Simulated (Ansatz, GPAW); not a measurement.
# Dielectric function and optical constants of ScF (model structure)

Aim: the dielectric function of ScF (model structure), and the optical constants that follow from it. The cell was made here by substitution or stacking, whether or not such a phase is known. It was built so: All Cl replaced by F and La replaced by Sc in the R-3m structure of LaCl. The cell is first relaxed with Ansatz.

Program: GPAW 26.7.0. Level of theory: DFT, LDA, plane-wave PAW (GPAW data sets), scalar-relativistic, RPA, optical limit. Results are calculated unless marked as measured.

### Step 1. Set-up

It takes space group R-3m (No. 166, trigonal). The conventional cell has a = 3.123 Å, b = 3.123 Å, c = 21.005 Å, α = 90.00°, β = 90.00°, γ = 120.00°. Nearest to Sc lie 3 F at 2.22 Å. Nearest to F lie 3 Sc at 2.22 Å. All Cl replaced by F and La replaced by Sc in the R-3m structure of LaCl. Farther neighbours and most contacts between anions are not listed.

### Step 2. Relaxation

Spectra hang on bond lengths, so the cell is first brought to its minimum.

This step: DFT, LDA, plane-wave PAW, default files, scalar-relativistic, relaxation (Ansatz 0.2.0).

Contents of input.yaml:

```yaml
crystal:
  lattice:
    - [1.5613778619, 0.9014619289, 7.00170356]
    - [-1.5613778619, 0.9014619289, 7.00170356]
    - [0.0, -1.8029238578, 7.00170356]
  atoms:
    - { symbol: Sc, position: [0.77899, 0.77899, 0.77899] }
    - { symbol: Sc, position: [0.22101, 0.22101, 0.22101] }
    - { symbol: F, position: [0.6157, 0.6157, 0.6157] }
    - { symbol: F, position: [0.3843, 0.3843, 0.3843] }
kpoints:
  mp_grid: { grid: [8, 8, 8] }
scf:
  occupations: { method: fermi_dirac, width: 0.05 }
hamiltonian:
  xc: lda
output:
  forces: true
  stress: true
relax:
  f_tol: 0.02
  max_steps: 50
  cell: {}
```

Run with:

```sh
$ ansatz run input.yaml --threads 1 --pin off --max-ram 4096MiB --backend cpu --events-out ev --progress --plain --runs-dir out
```

Numbers of over 12 decimals in the logs are rounded to 6 here.

Log:

```text
basis.fft_grid_basis auto: the FFT boxes are laid along the combinations [[1, 0, -1], [0, 1, -1], [0, 0, 1]] of the cell's own vectors, 3.123, 3.123 and 7.230 Å long. The dense box has 24×24×50 points. Along the cell's own vectors, as sized, it would have 50×50×50, 4.34 times as many. Of the 12 symmetry operations that the crystal satisfies within crystal.symmetry.tolerance (time reversal apart; of a slab, those that [...]
Engine: ansatz 0.2.0, aarch64-unknown-linux-gnu
Pseudopotentials: kind: paw
Pseudopotential: Sc, paw, valence charge 11, recommended cutoff 420 eV (normal), Sc.paw.azcp
Pseudopotential: F, paw, valence charge 7, recommended cutoff 420 eV (normal), F.paw.azcp
Functional definition: SPW92
  exchange = slater_x
  correlation = pw_c
Crystal: 4 atoms, lattice volume = 59.130 Å³
Basis set: ecut = 420 eV, 1139 PW (Γ), FFT grids on a1−a3, a2−a3, a3
Bands: 22, of which v1, the nominal top of the filled ones, is band 18 counted from 1 (17 counted from 0)
Symmetry: 12 space group operations
Space group: R-3m (ITA 166), of the structure as read, at distance tolerance 3.9e-5 Å
k-points: 65 of 512
Non-local potential: Sc, projectors of the file, l = 0: 3, l = 1: 2, l = 2: 3, l = 3: 1
Non-local potential: F, projectors of the file, l = 0: 2, l = 1: 2, l = 2: 1
PAW form: soft (Blöchl's): semilocal exchange-correlation on the pseudo side does not see the compensation charge
PAW frozen core: Sc, regenerated for the run's functional, and the local potential with it (the file was generated under x = pbe(κ = 0.804, μ = 0.219515), c = pbe(β = 0.066725))
PAW frozen core: F, regenerated for the run's functional, and the local potential with it (the file was generated under x = pbe(κ = 0.804, μ = 0.219515), c = pbe(β = 0.066725))
PAW one-centre angular grid: Sc, 590 points (default); XC on 64 Gauss nodes
PAW one-centre angular grid: F, 110 points (default); XC on 64 Gauss nodes
Initial density: superposition of atomic densities (neutral atoms: chi_scale 0, normalization atom), corrected by the library's trained network
Initial wavefunctions: pseudopotential atomic-orbital guess
Functional: x = slater, c = lda
SCF iter   1: F=—  HF=-5769.566517 eV  |F-HF|=—  |Δ(HF+E_count)|=         —  Δρ=1.68e-2  dr2=1.28e-1  ethr=1.77e-3  ⟨swp⟩=4.3  Hψ=6007  notcnv=0
preconditioner: auto → LDOS  [metal: Δε(μ)=0.009 eV  Ē_g=17.443 eV  σ=0.050 eV  W_gap=0.05  n_scr=16 (ndim 8)  ℏωp=27.3 eV  f_vac=0.057  D(μ)=11.25/eV (n_scr^D=186)  β→1.0]
SCF iter   2: F=—  HF=-5769.540203 eV  |F-HF|=—  |Δ(HF+E_count)|=   2.63e-2  Δρ=6.68e-3  dr2=1.94e-2  ethr=3.57e-4  ⟨swp⟩=2.0  Hψ=2837  notcnv=0
SCF iter   3: F=—  HF=-5769.535470 eV  |F-HF|=—  |Δ(HF+E_count)|=   4.73e-3  Δρ=3.38e-3  dr2=6.98e-3  ethr=5.39e-5  ⟨swp⟩=2.0  Hψ=2510  notcnv=0
SCF iter   4: F=—  HF=-5769.534267 eV  |F-HF|=—  |Δ(HF+E_count)|=   1.20e-3  Δρ=1.50e-3  dr2=2.26e-3  ethr=1.94e-5  ⟨swp⟩=2.6  Hψ=2389  notcnv=0
SCF iter   5: F=—  HF=-5769.533807 eV  |F-HF|=—  |Δ(HF+E_count)|=   4.60e-4  Δρ=5.59e-4  dr2=3.48e-4  ethr=6.29e-6  ⟨swp⟩=2.6  Hψ=2429  notcnv=0
SCF iter   6: F=—  HF=-5769.533721 eV  |F-HF|=—  |Δ(HF+E_count)|=   8.60e-5  Δρ=1.72e-4  dr2=2.42e-5  ethr=9.66e-7  ⟨swp⟩=2.0  Hψ=1906  notcnv=0
SCF iter   7: F=—  HF=-5769.533719 eV  |F-HF|=—  |Δ(HF+E_count)|=   1.47e-6  Δρ=3.55e-5  dr2=6.09e-7  ethr=6.73e-8  ⟨swp⟩=2.0  Hψ=1944  notcnv=0
SCF iter   8: F=-5769.533720 eV  HF=-5769.533720 eV  |F-HF|=1.00e-10  |Δ(HF+E_count)|=   1.36e-7  Δρ=8.43e-6  dr2=2.44e-8  ethr=2.78e-10  ⟨swp⟩=4.4  Hψ=4752  notcnv=0
SCF 1 converged in 8 iterations: F = -5769.533720 eV  dr2 = 2.44e-8
  greatest PAW one-centre occupation: 0.998 electrons in one spin orbital (limit 2), on the Sc atom at site 1 (counted from 0), in its partial waves of l = 0
relax step   1: F+E_penalty+E_count = -5769.53371950 eV  Δ(F+E_penalty+E_count) = +0.000e0 eV  max|allowed force component| = 2.810e0 eV/Å  Δτ_max = 0.0000 Å  P = +0.410 GPa  Ω = 59.130 Å³  (8 SCF iters, dr2 threshold 1.00e-7 eV, accepted)
Crystal: 4 atoms, lattice volume = 62.735 Å³
Basis set: ecut = 420 eV, 1265 PW (Γ), FFT grids on a1−a3, a2−a3, a3
Initial density: handed on by an earlier stage of this run
Initial wavefunctions: those handed on with the density
SCF iter   1: F=—  HF=-5770.629628 eV  |F-HF|=—  |Δ(HF+E_count)|=         —  Δρ=4.17e-2  dr2=3.46e0  ethr=3.10e-3  ⟨swp⟩=8.7  Hψ=8022  notcnv=0
preconditioner: auto → LDOS  [metal: Δε(μ)=0.001 eV  Ē_g=8.161 eV  σ=0.050 eV  W_gap=0.01  n_scr=16 (ndim 8)  ℏωp=18.8 eV  f_vac=0.033  D(μ)=10.72/eV (n_scr^D=180)  β→1.0]
SCF iter   2: F=—  HF=-5770.125434 eV  |F-HF|=—  |Δ(HF+E_count)|=   5.04e-1  Δρ=3.61e-2  dr2=7.97e-1  ethr=3.10e-3  ⟨swp⟩=3.2  Hψ=3515  notcnv=0
SCF iter   3: F=—  HF=-5769.897717 eV  |F-HF|=—  |Δ(HF+E_count)|=   2.28e-1  Δρ=1.01e-2  dr2=1.81e-1  ethr=2.21e-3  ⟨swp⟩=2.5  Hψ=2830  notcnv=0
SCF iter   4: F=—  HF=-5769.865106 eV  |F-HF|=—  |Δ(HF+E_count)|=   3.26e-2  Δρ=6.31e-3  dr2=5.17e-2  ethr=5.04e-4  ⟨swp⟩=2.1  Hψ=2283  notcnv=0
SCF iter   5: F=—  HF=-5769.853361 eV  |F-HF|=—  |Δ(HF+E_count)|=   1.17e-2  Δρ=1.49e-3  dr2=3.76e-3  ethr=1.44e-4  ⟨swp⟩=2.1  Hψ=2218  notcnv=0
SCF iter   6: F=—  HF=-5769.852559 eV  |F-HF|=—  |Δ(HF+E_count)|=   8.03e-4  Δρ=5.30e-4  dr2=1.19e-4  ethr=1.05e-5  ⟨swp⟩=2.5  Hψ=2460  notcnv=0
SCF iter   7: F=—  HF=-5769.852569 eV  |F-HF|=—  |Δ(HF+E_count)|=   1.02e-5  Δρ=1.26e-4  dr2=7.11e-6  ethr=3.30e-7  ⟨swp⟩=2.0  Hψ=1962  notcnv=0
SCF iter   8: F=—  HF=-5769.852571 eV  |F-HF|=—  |Δ(HF+E_count)|=   1.93e-6  Δρ=3.88e-5  dr2=7.33e-7  ethr=1.98e-8  ⟨swp⟩=3.0  Hψ=2652  notcnv=0
SCF iter   9: F=-5769.852571 eV  HF=-5769.852571 eV  |F-HF|=2.71e-10  |Δ(HF+E_count)|=   2.02e-7  Δρ=9.25e-6  dr2=3.69e-8  ethr=1.11e-9  ⟨swp⟩=4.0  Hψ=4617  notcnv=0
SCF 2 converged in 9 iterations: F = -5769.852571 eV  dr2 = 3.69e-8
relax step   2: F+E_penalty+E_count = -5769.85257096 eV  Δ(F+E_penalty+E_count) = -3.189e-1 eV  max|allowed force component| = 5.545e-1 eV/Å  Δτ_max = 0.1947 Å  P = -3.020 GPa  Ω = 62.735 Å³  energy of the carried Pulay correction = -1.253e-2 eV  (9 SCF iters, dr2 threshold 4.00e-7 eV, accepted)
Crystal: 4 atoms, lattice volume = 61.547 Å³
Basis set: ecut = 420 eV, 1205 PW (Γ), FFT grids on a1−a3, a2−a3, a3
iter 1 solved again at ethr=5.73e-4 eV; its pass at ethr=3.10e-3 eV (dr2=2.06e-1 eV) is discarded
SCF iter   1: F=—  HF=-5769.997632 eV  |F-HF|=—  |Δ(HF+E_count)|=         —  Δρ=1.04e-2  dr2=2.06e-1  ethr=5.73e-4  ⟨swp⟩=1.0  Hψ=9212  notcnv=0
preconditioner: auto → LDOS  [metal: Δε(μ)=0.004 eV  Ē_g=7.191 eV  σ=0.050 eV  W_gap=0.02  n_scr=16 (ndim 8)  ℏωp=18.9 eV  f_vac=0.044  D(μ)=7.68/eV (n_scr^D=112)  β→1.0]
[...]
SCF 3 converged in 8 iterations: F = -5769.945296 eV  dr2 = 1.97e-8
relax step   3: F+E_penalty+E_count = -5769.94529568 eV  Δ(F+E_penalty+E_count) = -9.272e-2 eV  max|allowed force component| = 3.092e-1 eV/Å  Δτ_max = 0.0367 Å  P = -1.807 GPa  Ω = 61.547 Å³  energy of the carried Pulay correction = -8.485e-3 eV  (8 SCF iters, dr2 threshold 4.00e-7 eV, accepted)
[... from here on, the SCF cycles and remarks between the steps are left out ...]
relax step   4: F+E_penalty+E_count = -5770.01133332 eV  Δ(F+E_penalty+E_count) = -6.604e-2 eV  max|allowed force component| = 4.005e-1 eV/Å  Δτ_max = 0.0179 Å  P = +0.355 GPa  Ω = 60.097 Å³  energy of the carried Pulay correction = -3.436e-3 eV  (7 SCF iters, dr2 threshold 4.00e-7 eV, accepted)
relax step   5: F+E_penalty+E_count = -5770.03948547 eV  Δ(F+E_penalty+E_count) = -2.815e-2 eV  max|allowed force component| = 1.898e-1 eV/Å  Δτ_max = 0.0532 Å  P = +0.593 GPa  Ω = 58.980 Å³  energy of the carried Pulay correction = +5.382e-4 eV  (7 SCF iters, dr2 threshold 4.00e-7 eV, accepted)
relax step   6: F+E_penalty+E_count = -5770.05674868 eV  Δ(F+E_penalty+E_count) = -1.726e-2 eV  max|allowed force component| = 4.628e-2 eV/Å  Δτ_max = 0.0684 Å  P = +0.599 GPa  Ω = 57.872 Å³  energy of the carried Pulay correction = +4.557e-3 eV  (7 SCF iters, dr2 threshold 4.00e-7 eV, accepted)
relax step   7: F+E_penalty+E_count = -5770.05589835 eV  Δ(F+E_penalty+E_count) = +8.503e-4 eV  max|allowed force component| = 3.754e-2 eV/Å  Δτ_max = 0.0065 Å  P = -0.327 GPa  Ω = 58.287 Å³  energy of the carried Pulay correction = +3.044e-3 eV  (6 SCF iters, dr2 threshold 4.00e-7 eV, accepted)
relax step   8: F+E_penalty+E_count = -5770.05688627 eV  Δ(F+E_penalty+E_count) = -9.879e-4 eV  max|allowed force component| = 1.115e-2 eV/Å  Δτ_max = 0.0045 Å  P = +0.026 GPa  Ω = 58.085 Å³  energy of the carried Pulay correction = +3.781e-3 eV  (6 SCF iters, dr2 threshold 4.00e-7 eV, accepted)
relax step   9: F+E_penalty+E_count = -5770.07335449 eV  Δ(F+E_penalty+E_count) = -1.647e-2 eV  max|allowed force component| = 1.230e-2 eV/Å  Δτ_max = 0.0000 Å  P = +0.419 GPa  Ω = 58.085 Å³  stress off target by 7.90e-1 GPa  SCF on the basis re-selected at this cell (its energy is not comparable with the rows above)  (8 SCF iters)
relax step  10: F+E_penalty+E_count = -5770.07752557 eV  Δ(F+E_penalty+E_count) = -4.171e-3 eV  max|allowed force component| = 3.279e-2 eV/Å  Δτ_max = 0.0409 Å  P = +0.496 GPa  Ω = 57.584 Å³  energy of the carried Pulay correction = +1.964e-3 eV  (6 SCF iters, dr2 threshold 4.00e-7 eV, accepted)
relax step  11: F+E_penalty+E_count = -5770.07738820 eV  Δ(F+E_penalty+E_count) = +1.374e-4 eV  max|allowed force component| = 2.588e-3 eV/Å  Δτ_max = 0.0142 Å  P = +0.087 GPa  Ω = 57.940 Å³  energy of the carried Pulay correction = +6.400e-4 eV  (6 SCF iters, dr2 threshold 4.00e-7 eV, accepted)
relax step  12: F+E_penalty+E_count = -5770.07717115 eV  Δ(F+E_penalty+E_count) = +2.171e-4 eV  max|allowed force component| = 1.972e-3 eV/Å  Δτ_max = 0.0019 Å  P = -0.005 GPa  Ω = 58.007 Å³  energy of the carried Pulay correction = +3.923e-4 eV  (5 SCF iters, dr2 threshold 3.44e-8 eV, accepted)
relax step  13: F+E_penalty+E_count = -5770.07749291 eV  Δ(F+E_penalty+E_count) = -3.218e-4 eV  max|allowed force component| = 1.608e-3 eV/Å  Δτ_max = 0.0000 Å  P = +0.001 GPa  Ω = 58.007 Å³  stress off target by 1.35e-1 GPa  SCF on the basis re-selected at this cell (its energy is not comparable with the rows above)  (6 SCF iters)
relax step  14: F+E_penalty+E_count = -5770.07776305 eV  Δ(F+E_penalty+E_count) = -2.701e-4 eV  max|allowed force component| = 6.730e-3 eV/Å  Δτ_max = 0.0062 Å  P = -0.030 GPa  Ω = 57.968 Å³  energy of the carried Pulay correction = +1.654e-4 eV  (5 SCF iters, dr2 threshold 4.53e-8 eV, accepted)
relax step  15: F+E_penalty+E_count = -5770.07779305 eV  Δ(F+E_penalty+E_count) = -3.000e-5 eV  max|allowed force component| = 1.464e-3 eV/Å  Δτ_max = 0.0018 Å  P = +0.007 GPa  Ω = 57.962 Å³  energy of the carried Pulay correction = +1.840e-4 eV  (6 SCF iters, dr2 threshold 6.44e-9 eV, accepted)
iter 1 solved again at ethr=4.42e-8 eV; its pass at ethr=3.10e-3 eV (dr2=1.59e-5 eV) is discarded
SCF iter   1: F=—  HF=-5770.077702 eV  |F-HF|=—  |Δ(HF+E_count)|=         —  Δρ=3.32e-5  dr2=7.82e-8  ethr=4.42e-8  ⟨swp⟩=2.9  Hψ=8937  notcnv=0
preconditioner: auto → LDOS  [metal: Δε(μ)=0.009 eV  Ē_g=7.836 eV  σ=0.050 eV  W_gap=0.05  n_scr=16 (ndim 8)  ℏωp=19.5 eV  f_vac=0.019  D(μ)=5.13/eV (n_scr^D=60)  β→1.0]
SCF iter   2: F=—  HF=-5770.077701 eV  |F-HF|=—  |Δ(HF+E_count)|=   6.39e-7  Δρ=3.83e-6  dr2=2.69e-9  ethr=2.17e-10  ⟨swp⟩=2.0  Hψ=1995  notcnv=0
SCF iter   3: F=—  HF=-5770.077701 eV  |F-HF|=—  |Δ(HF+E_count)|=  8.32e-10  Δρ=1.29e-6  dr2=4.30e-10  ethr=7.47e-12  ⟨swp⟩=2.0  Hψ=2386  notcnv=0
SCF iter   4: F=-5770.077701 eV  HF=-5770.077701 eV  |F-HF|=2.73e-12  |Δ(HF+E_count)|=  1.26e-10  Δρ=1.32e-7  dr2=1.16e-11  ethr=1.00e-12  ⟨swp⟩=2.7  Hψ=4986  notcnv=0
SCF 16 converged in 4 iterations: F = -5770.077701 eV  dr2 = 1.16e-11
relax step  16: F+E_penalty+E_count = -5770.07770133 eV  Δ(F+E_penalty+E_count) = +9.172e-5 eV  max|allowed force component| = 1.518e-3 eV/Å  Δτ_max = 0.0000 Å  P = +0.002 GPa  Ω = 57.962 Å³  stress off target by 1.39e-2 GPa  SCF on the basis re-selected at this cell (its energy is not comparable with the rows above)  (4 SCF iters)
basis re-selected at this cell: Δ(F+E_penalty+E_count) = +9.172e-5 eV, ΔP = -0.005 GPa vs the last step (what re-selecting the basis moved, of the pressure what is left beyond the Pulay correction that the steps carried, after the strain that the cell walked since its last selection, with what the two solves' SCF thresholds leave and, on support functions, any second-order correction that the steps lacked; it is no m [...]
SCF converged after 4 iterations
Free energy (F): -5770.077701 eV
Harris-Foulkes:  -5770.077701 eV  (|F-HF|=2.73e-12)
Internal energy: -5770.035710 eV  (E = F + TS)
E sigma→0 (E₀):  -5770.056705 eV
Entropy (-TS):   -0.041992 eV (-10.498 meV/atom)
Fermi energy:    10.452874 eV
--- Per-component energies (eV) ---
  E_band       = -365.596613
  E_kinetic    = 936.394201
  E_local      = -2745.414566  (includes V_loc(G=0)·N_el)
  E_nonlocal   = 323.665338
  E_hartree    = 974.457367
  E_xc         = -363.915771
  E_vxc        = -461.257228  (∫ρ·V_xc dr)
  E_paw        = -2194.891230  (= ΣΔE_a)
  E_vpaw       = -367.903154  (= ΣTr[D̂ρ^β])
  E_aug_tail   = 0.004056  (compensation charges beyond the density's cutoff)
  E_ewald      = -2701.171453
  E_core_change = 0.836349  (= ΣΔE_core)
  E_smearing   = -0.041992  (= −TS)
  E_closure    = -0.000000  (closes the sum)
  Σ components = -5770.077701   (vs F -5770.077701, Δ=0.00e0)
--- Forces (eV/Å), atoms counted from 1 ---
  atom   1  Sc     0.00000000     0.00000000    -0.00009833
  atom   2  Sc    -0.00000000    -0.00000000     0.00009833
  atom   3  F     -0.00000000     0.00000000     0.00151782
  atom   4  F      0.00000000    -0.00000000    -0.00151782
  max |Σ_I F_I| component: 4.63e-18 eV/Å
--- Stress (GPa, compression-positive) ---
        0.010345       0.000000       0.000000
        0.000000       0.010345       0.000000
        0.000000       0.000000      -0.013879
  P = ⅓ Tr σ = 0.0023 GPa (0.023 kbar)
--- Relaxed structure (13 steps of the walk, 13 accepted, 3 SCFs on fresh bases) ---
  F+E_penalty+E_count = -5770.07770133 eV   max|allowed force component| = 1.518e-3 eV/Å   (the final SCF, on the basis selected at the relaxed cell)
  cell:  # Å, volume = 57.9622 Å³
    - [1.656694, 0.956493, 6.096343]
    - [-1.656694, 0.956493, 6.096343]
    - [0, -1.912986, 6.096343]
  atoms:
    - { symbol: Sc, position: [0.764621, 0.764621, 0.764621] }
    - { symbol: Sc, position: [0.235379, 0.235379, 0.235379] }
    - { symbol: F, position: [0.621979, 0.621979, 0.621979] }
    - { symbol: F, position: [0.378021, 0.378021, 0.378021] }
```

The job ended after 58 s (1 thread of Arm Neoverse V2, shared host; peak memory 0.36 GiB).

Step by step:

```tsv
step	energy less that of the first step (eV)	largest force component (eV/Å)	pressure (GPa)	volume (Å³)
1	0.0000	2.8100	0.41	59.13
2	-0.3189	0.5545	-3.02	62.73
3	-0.4116	0.3092	-1.81	61.55
4	-0.4776	0.4005	0.35	60.10
5	-0.5058	0.1898	0.59	58.98
6	-0.5230	0.0463	0.60	57.87
7	-0.5222	0.0375	-0.33	58.29
8	-0.5232	0.0112	0.03	58.08
9*	-0.5396	0.0123	0.42	58.08
10	-0.5438	0.0328	0.50	57.58
11	-0.5437	0.0026	0.09	57.94
12	-0.5435	0.0020	-0.01	58.01
13*	-0.5438	0.0016	0.00	58.01
14	-0.5440	0.0067	-0.03	57.97
15	-0.5441	0.0015	0.01	57.96
16*	-0.5440	0.0015	0.00	57.96
```

Relaxation steps marked * repeat the geometry before them on a plane-wave basis chosen anew for their cell, so energy and pressure can jump there.

Forces are held to the 12 operations that the run works with; a distortion that breaks them can't arise in this run.

```tsv
cell as run	before	after	change
a (Å)	7.230	6.389	-11.6 %
b (Å)	7.230	6.389	-11.6 %
c (Å)	7.230	6.389	-11.6 %
α (°)	24.94	30.06	+20.5 %
β (°)	24.94	30.06	+20.5 %
γ (°)	24.94	30.06	+20.5 %
volume (Å³/atom)	14.78	14.49	-2.0 %
```

The atoms that moved most (Å, as changes of fractional coordinates times the final cell):

```tsv
atom	dx	dy	dz	length
Sc1	0.000	0.000	-0.263	0.263
Sc2	0.000	0.000	0.263	0.263
F3	0.000	0.000	0.115	0.115
F4	0.000	0.000	-0.115	0.115
```

The relaxed structure:

```xyz
4
Lattice="1.6567 0.9565 6.0963 -1.6567 0.9565 6.0963 0.0000 -1.9130 6.0963" Properties=species:S:1:pos:R:3 pbc="T T T"
Sc    0.0000    0.0000   13.9842
Sc    0.0000    0.0000    4.3049
F     0.0000    0.0000   11.3754
F     0.0000    0.0000    6.9136
```

The relaxation ends with a largest force component of 0.0015 eV/Å and a pressure of 0.00 GPa.

[end of part 1 of 2]

[Machine, clock and banner lines and Python warnings are left out of the logs.]

[Logs are printed without paths, hosts, clocks, repeated set-up lines and the standing remarks that a program may print on its own settings, such as how far it seeks lower states.]

[Hosts, paths, dates, database ids (printed as entryN), source tags and the programs' standing remarks are cut or masked in the printed files.]
